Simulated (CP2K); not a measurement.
Consider aminoacetaldehyde at its PBE geometry (Å).

```xyz
9

N     1.1032   -0.3376    0.7520
C     0.3823    0.0333   -0.4543
C    -1.1136    0.2374   -0.3049
O    -1.7001    0.1230    0.7591
H     0.9622    0.3813    1.4648
H     0.6930   -1.1867    1.1464
H     0.8003    0.9642   -0.8788
H     0.5410   -0.7227   -1.2445
H    -1.6682    0.5078   -1.2398
```

Method: CP2K XAS_TDP, all-electron GAPW, PBEh(45%), aug-cc-pVDZ, TDA, GW2X-corrected core level, no relativity.

**Question.** Where do the O K-edge lines lie, and how strong are they?

Leading lines: O4 531.48 eV. The leading line of an atom is its first one with 35 % of the strongest within 2.5 eV of its lowest line over the strength cut. Core ionisation energies at this level: O4 538.31 eV.

The first six lines of each atom with a strength over 0.0015:

```tsv
atom	energy (eV)	states	strength, one atom	above the computed threshold
O4 (bonded to C)	531.48	1	0.0459	
	537.61	1	0.0016	
	538.21	1	0.0028	
	538.79	1	0.0020	yes
	539.56	1	0.0040	yes
	539.76	1	0.0016	yes
```

Lines are vertical, at one geometry, with no vibrational structure. GW2X ionisation energies and lines can be off by 1 to 2 eV either way, and a good line position may hide errors that cancel. These values hold no scalar relativity, about 0.4 eV for O 1s. Rydberg lines, and the discretised continuum above threshold, depend on the basis and the box.

[Banner, clock and machine lines of the logs are left out without a mark of their own.]

[Logs are printed without paths, hosts, clocks, repeated set-up lines and the standing remarks that a program may print on its own settings, such as how far it seeks lower states.]

[Hosts, paths, dates, database ids (printed as entryN), source tags and the programs' standing remarks are cut or masked in the printed files.]
